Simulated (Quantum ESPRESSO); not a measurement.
# Magnetic state of LiFeP from several starts

Wanted: the moments of LiFeP and the energy of each order that was tried.

Main program and level: Quantum ESPRESSO 7.5; LDA; plane waves with GBRV 1.5 LDA potentials, no spin-orbit coupling.

## Step 1: The starting structure

Symmetry: P4/nmm, No. 129, tetragonal system. Conventional cell: a = 3.667 Å, b = 3.667 Å, c = 5.829 Å, α = 90.00°, β = 90.00°, γ = 90.00°. Nearest to Li lie 5 P at 2.63 to 2.72 Å and 4 Fe at 2.72 Å. Fe has 4 P at 2.19 Å and 4 Fe at 2.59 Å and 4 Li at 2.72 Å nearest. P has 4 Fe at 2.19 Å and 5 Li at 2.63 to 2.72 Å nearest. Farther neighbours are not listed.

Coordinates:

```cif
data_structure
_symmetry_space_group_name_H-M 'P 1'
_symmetry_Int_Tables_number 1
_cell_length_a 3.6669
_cell_length_b 3.6669
_cell_length_c 5.8293
_cell_angle_alpha 90.000
_cell_angle_beta 90.000
_cell_angle_gamma 90.000
_cell_volume 78.38
loop_
_atom_site_label
_atom_site_type_symbol
_atom_site_fract_x
_atom_site_fract_y
_atom_site_fract_z
_atom_site_occupancy
Li1 Li 0.00000 0.50000 0.65454 1
Li2 Li 0.50000 0.00000 0.34546 1
Fe3 Fe 0.00000 0.00000 0.00000 1
Fe4 Fe 0.50000 0.50000 0.00000 1
P5 P 0.50000 0.00000 0.79579 1
P6 P 0.00000 0.50000 0.20421 1
```

The cell comes from Materials Project 2023-11-01, a database of computed structures, and need not be the stable phase.

## Step 2: Run 1 (ferro ++)

The signs are those of the starting moments on the seeded atoms, the atoms that are given a moment.

Input file pw.in:

```
&CONTROL
  calculation = 'scf'
  prefix = 'pwscf'
  outdir = './tmp'
  pseudo_dir = './pseudo'
  disk_io = 'nowf'
/
&SYSTEM
  ibrav = 0
  nat = 6
  ntyp = 3
  ecutwfc = 40
  ecutrho = 280
  nbnd = 37
  occupations = 'smearing'
  smearing = 'fd'
  degauss = 0.00734986
  nspin = 2
  starting_magnetization(1) = 0
  starting_magnetization(2) = 0.175
  starting_magnetization(3) = 0
/
&ELECTRONS
  conv_thr = 1.2d-08
  electron_maxstep = 150
  mixing_beta = 0.3
/
ATOMIC_SPECIES
Li      6.9400 li_lda_v1.4.uspp.F.UPF
Fe     55.8450 fe_lda_v1.5.uspp.F.UPF
P      30.9738 p_lda_v1.5.uspp.F.UPF
CELL_PARAMETERS angstrom
   3.6669254000    0.0000000000    0.0000000000
   0.0000000000    3.6669254000    0.0000000000
   0.0000000000    0.0000000000    5.8293035200
ATOMIC_POSITIONS crystal
Li      0.0000000000    0.5000000000    0.6545373900
Li      0.5000000000    0.0000000000    0.3454626100
Fe      0.0000000000    0.0000000000    0.0000000000
Fe      0.5000000000    0.5000000000    0.0000000000
P       0.5000000000    0.0000000000    0.7957892200
P       0.0000000000    0.5000000000    0.2042107800
K_POINTS automatic
8 8 4 0 0 0
```

Launch:

```
> OMP_NUM_THREADS=1 mpirun -n 4 pw.x -nk 4 -in pw.in > pw.out
```

The log of the run:

```text
Program PWSCF v.7.5 starts

     Message from routine setup:
     using ibrav=0 with symmetry is DISCOURAGED, use correct ibrav instead

     K-points division:     npool     =       4
     Subspace diagonalization in iterative solution of the eigenvalue problem:

     G-vector sticks info
     --------------------
     sticks:   dense  smooth     PW     G-vecs:    dense   smooth      PW
     Sum        1085     609    185                42007    18085    3129

     Using Slab Decomposition

     bravais-lattice index     =            0
     lattice parameter (alat)  =       6.9295  a.u.
     unit-cell volume          =     528.9534 (a.u.)^3
     number of atoms/cell      =            6
     number of atomic types    =            3
     number of electrons       =        48.00
     number of Kohn-Sham states=           37
     kinetic-energy cutoff     =      40.0000  Ry
     charge density cutoff     =     280.0000  Ry
     scf convergence threshold =      1.2E-08
     mixing beta               =       0.3000
     number of iterations used =            8  plain     mixing
     Exchange-correlation=  SLA  PZ   NOGX NOGC
                           (   1   1   0   0   0   0   0)

     celldm(1)=   6.929485  celldm(2)=   0.000000  celldm(3)=   0.000000
     celldm(4)=   0.000000  celldm(5)=   0.000000  celldm(6)=   0.000000

     crystal axes: (cart. coord. in units of alat)
               a(1) = (   1.000000   0.000000   0.000000 )
               a(2) = (   0.000000   1.000000   0.000000 )
               a(3) = (   0.000000   0.000000   1.589698 )

     reciprocal axes: (cart. coord. in units 2 pi/alat)
               b(1) = (  1.000000  0.000000  0.000000 )
               b(2) = (  0.000000  1.000000  0.000000 )
               b(3) = (  0.000000  0.000000  0.629050 )

     PseudoPot. # 1 for Li read from file:
     li_lda_v1.4.uspp.F.UPF
     Pseudo is Ultrasoft, Zval =  3.0
     Generated by new atomic code, or converted to UPF format
     Using radial grid of  751 points,  5 beta functions with:
                l(1) =   0
                l(2) =   0
                l(3) =   0
                l(4) =   1
                l(5) =   1
     Q(r) pseudized with 10 coefficients,  rinner =    1.150   1.150   1.150

     PseudoPot. # 2 for Fe read from file:
     fe_lda_v1.5.uspp.F.UPF
     Pseudo is Ultrasoft + core correction, Zval = 16.0
     Generated by new atomic code, or converted to UPF format
     Using radial grid of  861 points,  6 beta functions with:
                l(1) =   0
                l(2) =   0
                l(3) =   1
                l(4) =   1
                l(5) =   2
                l(6) =   2
     Q(r) pseudized with  8 coefficients,  rinner =    1.000   1.000   1.000
                                                       1.000   1.000

     PseudoPot. # 3 for P  read from file:
     p_lda_v1.5.uspp.F.UPF
     Pseudo is Ultrasoft + core correction, Zval =  5.0
     Generated by new atomic code, or converted to UPF format
     Using radial grid of  903 points,  6 beta functions with:
                l(1) =   0
                l(2) =   0
                l(3) =   1
                l(4) =   1
                l(5) =   2
                l(6) =   2
     Q(r) pseudized with  8 coefficients,  rinner =    1.300   1.300   1.300
                                                       1.300   1.300

     atomic species   valence    mass     pseudopotential
     Li                3.00     6.94000     Li( 1.00)
     Fe               16.00    55.84500     Fe( 1.00)
     P                 5.00    30.97380     P ( 1.00)

     Starting magnetic structure
     atomic species   magnetization
     Li              0.000
     Fe              0.175
     P               0.000

     16 Sym. Ops., with inversion, found ( 8 have fractional translation)

   Cartesian axes

     site n.     atom                  positions (alat units)
         1        Li     tau(   1) = (   0.0000000   0.5000000   1.0405167  )
         2        Li     tau(   2) = (   0.5000000   0.0000000   0.5491812  )
         3        Fe     tau(   3) = (   0.0000000   0.0000000   0.0000000  )
         4        Fe     tau(   4) = (   0.5000000   0.5000000   0.0000000  )
         5        P      tau(   5) = (   0.5000000   0.0000000   1.2650644  )
         6        P      tau(   6) = (   0.0000000   0.5000000   0.3246334  )

     number of k points=    45  Fermi-Dirac smearing, width (Ry)=  0.0073
                       cart. coord. in units 2pi/alat
        k(    1) = (   0.0000000   0.0000000   0.0000000), wk =   0.0039062
        k(    2) = (   0.0000000   0.0000000   0.1572626), wk =   0.0078125
        k(    3) = (   0.0000000   0.0000000  -0.3145252), wk =   0.0039062
        k(    4) = (   0.0000000   0.1250000   0.0000000), wk =   0.0156250
        k(    5) = (   0.0000000   0.1250000   0.1572626), wk =   0.0312500
        [... 40 further k-points ...]

     Dense  grid:    42007 G-vectors     FFT dimensions: (  40,  40,  60)

     Smooth grid:    18085 G-vectors     FFT dimensions: (  30,  30,  45)

     Check: negative core charge=   -0.000026
     Generating pointlists ...
     new r_m :   0.2953 (alat units)  2.0463 (a.u.) for type    1
     new r_m :   0.2459 (alat units)  1.7040 (a.u.) for type    2
     new r_m :   0.2459 (alat units)  1.7040 (a.u.) for type    3

     Initial potential from superposition of free atoms

     starting charge      45.0982, renormalised to      48.0000
     Starting wfcs are   44 randomized atomic wfcs

     Self-consistent Calculation

     iteration #  1     ecut=    40.00 Ry     beta= 0.30
     Davidson diagonalization with overlap
     ethr =  1.00E-02,  avg # of iterations =  4.2

     total energy              =    -554.85448608 Ry
     estimated scf accuracy    <      16.09948815 Ry

     total magnetization       =     2.64 Bohr mag/cell
     absolute magnetization    =     2.87 Bohr mag/cell

     iteration #  2     ecut=    40.00 Ry     beta= 0.30
     Davidson diagonalization with overlap
     ethr =  1.00E-02,  avg # of iterations =  3.0

     total energy              =    -558.50595086 Ry
     estimated scf accuracy    <      29.87461551 Ry

     total magnetization       =     0.48 Bohr mag/cell
     absolute magnetization    =     0.53 Bohr mag/cell

     iteration #  3     ecut=    40.00 Ry     beta= 0.30
     Davidson diagonalization with overlap
     ethr =  1.00E-02,  avg # of iterations =  2.0

     total energy              =    -560.56289585 Ry
     estimated scf accuracy    <       0.58020962 Ry

     total magnetization       =     1.33 Bohr mag/cell
     absolute magnetization    =     1.99 Bohr mag/cell

     [... further iterations left out ...]

     iteration # 13     ecut=    40.00 Ry     beta= 0.30
     Davidson diagonalization with overlap
     ethr =  3.76E-09,  avg # of iterations =  3.9

     total energy              =    -560.67553532 Ry
     estimated scf accuracy    <       0.00000067 Ry

     total magnetization       =     0.01 Bohr mag/cell
     absolute magnetization    =     0.01 Bohr mag/cell

     iteration # 14     ecut=    40.00 Ry     beta= 0.30
     Davidson diagonalization with overlap
     ethr =  1.39E-09,  avg # of iterations =  1.6

     total energy              =    -560.67553495 Ry
     estimated scf accuracy    <       0.00000017 Ry

     total magnetization       =     0.01 Bohr mag/cell
     absolute magnetization    =     0.01 Bohr mag/cell

     iteration # 15     ecut=    40.00 Ry     beta= 0.30
     Davidson diagonalization with overlap
     ethr =  3.55E-10,  avg # of iterations =  3.2

     total energy              =    -560.67553563 Ry
     estimated scf accuracy    <       0.00000001 Ry

     total magnetization       =    -0.00 Bohr mag/cell
     absolute magnetization    =     0.00 Bohr mag/cell

     iteration # 16     ecut=    40.00 Ry     beta= 0.30
     Davidson diagonalization with overlap
     ethr =  3.04E-11,  avg # of iterations =  2.7

     Magnetic moment per site  (integrated on atomic sphere of radius R)
     atom   1 (R=0.295)  charge=  2.4477  magn=  0.0000
     atom   2 (R=0.295)  charge=  2.4477  magn=  0.0000
     atom   3 (R=0.246)  charge= 13.9408  magn= -0.0000
     atom   4 (R=0.246)  charge= 13.9408  magn= -0.0000
     atom   5 (R=0.246)  charge=  2.4867  magn=  0.0000
     atom   6 (R=0.246)  charge=  2.4867  magn=  0.0000

     End of self-consistent calculation

     [... lines left out ...]
     the Fermi energy is     9.5905 ev

!    total energy              =    -560.67553564 Ry
     estimated scf accuracy    <          3.0E-09 Ry
     smearing contrib. (-TS)   =      -0.00701857 Ry
     internal energy E=F+TS    =    -560.66851707 Ry

     The total energy is F=E-TS. E is the sum of the following terms:
     one-electron contribution =    -517.68341907 Ry
     hartree contribution      =     273.62061724 Ry
     xc contribution           =     -76.36238820 Ry
     ewald contribution        =    -240.24332704 Ry

     total magnetization       =     0.00 Bohr mag/cell
     absolute magnetization    =     0.00 Bohr mag/cell

     convergence has been achieved in  16 iterations

=------------------------------------------------------------------------------=
   JOB DONE.
=------------------------------------------------------------------------------=
```

It took 57 s on 4 MPI ranks of Arm Neoverse V1, shared host; peak memory 0.53 GiB; 3.8 min of CPU time.

The spin moment in the atom's sphere vanishes on all atoms.

Numbers from this step:

| Property | Result |
| --- | --- |
| smearing term TS | 0.09549 eV |
| magnetization | 0 μB |
| absolute magnetization | 0 μB |
| final state | non-magnetic |

(Continued in part 2 of 2.)

[Logs and program files are shortened in this print: banners, set-up blocks, solver, clock and traceback lines can be left out without a mark of their own.]

[Logs are printed without paths, hosts, clocks, repeated set-up lines and the standing remarks that a program may print on its own settings, such as how far it seeks lower states.]

[Hosts, paths, dates, database ids (printed as entryN), source tags and the programs' standing remarks are cut or masked in the printed files.]

[Where a cell is said to come from a database of computed structures, the database is the Materials Project.]
